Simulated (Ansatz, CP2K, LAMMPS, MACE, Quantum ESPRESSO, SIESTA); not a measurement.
# Structure of amorphous carbon at 3.25 g/cm³ (96 atoms) across programs

What does relaxation change in amorphous carbon at 3.25 g/cm³ (96 atoms), and how far do other programs agree with plane waves on the relaxed cell?

All numbers are calculated, not measured.

### Step 1. The structure

The cell holds 96 atoms (96 C), with edges of 8.38, 8.38 and 8.38 Å. Recipe: 96 atoms (96 C) placed at random at 3.25 g/cm³, melted at 6000 K for 10 ps at fixed volume with the LCBOP (Los and Fasolino, Phys. Rev. B 68, 024107 (2003)). Quenched from 6000 K to 300 K at 200 K/ps and fixed volume, held 5 ps, then minimised at fixed cell. Then the atoms were relaxed with MACE MPA-0 medium in the fixed cell. Then the atoms were relaxed with CP2K double zeta, PBE.

### Step 2. The relaxation

CP2K double zeta (DZVP-MOLOPT-SR, GTH-PBE potentials, 360 Ry; k-points Γ) took 38 geometry steps and reached its thresholds. It started from the geometry that MACE MPA-0 medium had relaxed.

Elapsed: 27 min, on 8 threads of Arm Neoverse V2, shared host; peak memory 1.2 GiB.

|  | before | after |
| --- | --- | --- |
| energy (meV/atom) | 0 | -46.0 |
| C-C bonds under 1.85 Å | 167 at 1.474 Å | 173 at 1.492 Å |

Atoms moved by 0.17 Å r.m.s. and 0.52 Å at most, with the common shift taken off.

### Step 3. Local order after relaxation

Density 3.25 g/cm³, 6.137 Å³ an atom.

Pair distribution function in bins of 0.2 Å:

| r (Å) | total |
| --- | --- |
| 1.20 | 0.03 |
| 1.40 | 2.40 |
| 1.60 | 1.53 |
| 1.80 | 0.05 |
| 2.00 | 0.05 |
| 2.20 | 0.50 |
| 2.40 | 1.86 |
| 2.60 | 1.45 |
| 2.80 | 1.16 |
| 3.00 | 0.85 |
| 3.20 | 0.98 |
| 3.40 | 0.87 |
| 3.60 | 1.11 |
| 3.80 | 1.06 |
| 4.00 | 0.88 |

Bonds by pair of elements; cutoffs follow the first minimum of g(r), held within bounds set by covalent radii, and pairs that aren't listed don't count as bonded:

| pair A-B | cutoff (Å) | bonds | mean length (Å) | spread (Å) | shortest (Å) | B about A | A about B |
| --- | --- | --- | --- | --- | --- | --- | --- |
| C-C | 1.85 | 173 | 1.49 | 0.086 | 1.30 | 3.60 | 3.60 |

How many atoms have how many bonded neighbours:

| element | mean | 3 | 4 |
| --- | --- | --- | --- |
| C | 3.60 | 38 | 58 |

Bond angles, per cent of each kind in bins of 5°:

| angle (°) | C-C-C |
| --- | --- |
| 50–55 | 0.2 |
| 55–60 | 1.5 |
| 60–65 | 0.4 |
| 65–70 | 0.4 |
| 70–75 | 0.0 |
| 75–80 | 0.2 |
| 80–85 | 0.4 |
| 85–90 | 1.9 |
| 90–95 | 2.8 |
| 95–100 | 7.6 |
| 100–105 | 12.1 |
| 105–110 | 14.1 |
| 110–115 | 17.1 |
| 115–120 | 18.4 |
| 120–125 | 10.2 |
| 125–130 | 6.7 |
| 130–135 | 3.2 |
| 135–140 | 1.5 |
| 140–145 | 0.4 |
| 145–150 | 0.4 |
| 150–155 | 0.2 |

Bond angles (no mean is given where the spread exceeds 20°):

| angle | count | mean (°) | spread (°) |
| --- | --- | --- | --- |
| C-C-C | 462 | 111 | 14 |

Bond length by coordination (bonds to H left out):

| element | coordination | atoms | mean bond length (Å) |
| --- | --- | --- | --- |
| C | 3 | 38 | 1.42 |
| C | 4 | 58 | 1.53 |

Rings of the network by King's shortest-path rule, up to 12 atoms, one path for each pair of neighbours; H, halogens, alkali and alkaline-earth atoms are left out, and the last column divides by all other atoms, bonded or not:

| ring size (atoms) | rings | per network atom |
| --- | --- | --- |
| 3 | 4 | 0.042 |
| 4 | 4 | 0.042 |
| 5 | 22 | 0.229 |
| 6 | 31 | 0.323 |
| 7 | 33 | 0.344 |
| 8 | 29 | 0.302 |
| 9 | 19 | 0.198 |

With the cutoffs above, 60 % of C atoms have 4 bonded neighbours. The C-C-C angle averages 111° with a spread of 14°. Read as hybridisation, 60 % of the carbon is sp3 and 40 % sp2. Bonds at C atoms with 3 neighbours average 1.42 Å, against 1.53 Å at those with 4. Rings of 7 atoms are the most common (23 % of those counted); sizes run from 3 to 9.

### Step 4. The plane-wave reference

Quantum ESPRESSO 7.5: Kohn-Sham DFT, PBE, SSSP efficiency 1.3.0 pseudopotentials, plane waves. Its input for the relaxed cell:

```
&control
  calculation = 'scf'
  pseudo_dir = './pseudo'
  outdir = './tmp'
  disk_io = 'none'
  tprnfor = .true.
  tstress = .true.
/
&system
  ibrav = 0
  nat = 96
  ntyp = 1
  ecutwfc = 45
  ecutrho = 360
  nosym = .true.
  occupations = 'smearing'
  smearing = 'fd'
  degauss = 0.003675
/
&electrons
  conv_thr = 4.8e-07
  electron_maxstep = 100
  mixing_beta = 0.2
  mixing_mode = 'local-TF'
  diagonalization = 'david'
/
ATOMIC_SPECIES
C 12.011 C.upf
CELL_PARAMETERS angstrom
8.38310 0.00000 0.00000
0.00000 8.38310 0.00000
0.00000 0.00000 8.38310
ATOMIC_POSITIONS crystal
C 0.16720 0.94929 0.29961
C 0.83757 0.85712 0.82858
C 0.39815 0.17526 0.02170
[... 91 atom lines left out ...]
C 0.61282 0.95723 0.56664
C 0.29796 0.10453 0.69142
K_POINTS gamma
```

It took 24 s on 8 MPI ranks of Arm Neoverse V2, shared host; peak memory 1.9 GiB; 3.1 min of CPU time.

### Step 5. Side by side

CPU times are from a shared host and are rough.

| level | basis or training data | k-points | own r.m.s. force (meV/Å) | difference from the reference (meV/Å) | pressure (GPa) | CPU time | memory (GiB) |
| --- | --- | --- | --- | --- | --- | --- | --- |
| QE, PBE | plane waves, SSSP efficiency, 45/360 Ry | Γ | 27 | - | 33.66 | 3.1 min | 1.9 |
| CP2K triple zeta, PBE | TZV2P-UZH, GTH-PBE potentials, 450 Ry | Γ | 35 | 26 | 33.74 | 25 min | 3.0 |
| SIESTA DZP, PBE | DZP orbitals, shift 0.01 Ry, mesh 250 Ry | Γ | 239 | 241 | 42.40 | 5.2 min | 1.5 |
| MACE MPA-0 medium | trained on PBE(+U) plane-wave data | - | 656 | 661 | 27.42 | 10 s | 1.6 |

### Step 6. Findings

Relaxation in the fixed cell lowers the energy by 46 meV/atom at its own level and moves atoms by up to 0.52 Å. By the cutoffs of the final cell 6 bonds formed and 0 were lost, leaving 173. The reference finds an r.m.s. force of 27 meV/Å there and a pressure of 33.66 GPa, at a geometry that CP2K double zeta made.

Forces differ from the reference's by 26 meV/Å (CP2K triple zeta, PBE), 241 meV/Å (SIESTA DZP, PBE) and 661 meV/Å (MACE MPA-0 medium). CP2K double zeta is at its own minimum here, so the reference's force is itself a measure of how the two differ. Pressures lie -6.2 GPa (MACE MPA-0 medium), +0.1 GPa (CP2K triple zeta, PBE) and +8.7 GPa (SIESTA DZP, PBE) from the reference's. The reference has levels at the Fermi energy, so no gap is quoted. With the cutoffs above, 60 % of C atoms have 4 bonded neighbours. Read as hybridisation, 60 % of the carbon is sp3 and 40 % sp2.

Caveats: The density was set by the recipe and held. One sample of a disordered cell; defect or tail levels can set the gap. The quench rate of 200 K/ps is many orders above laboratory rates, so the cell is likely richer in defects and strain than a real sample. The reference samples only Γ, in a cell whose shortest periodic width is 8 Å. The plane-wave runs aren't exact: their cutoffs and mesh weren't converged further here. SIESTA's automatically made basis is far from complete, and its potentials were converted by us (checked for H, C, O, Si, Ge and Ca alone). Where levels are smeared, the DFT runs use Fermi–Dirac occupations at 580 K (0.05 eV), and energies are free energies.

[Logs are printed without paths, hosts, clocks, repeated set-up lines and the standing remarks that a program may print on its own settings, such as how far it seeks lower states.]

[Hosts, paths, dates, database ids (printed as entryN), source tags and the programs' standing remarks are cut or masked in the printed files.]
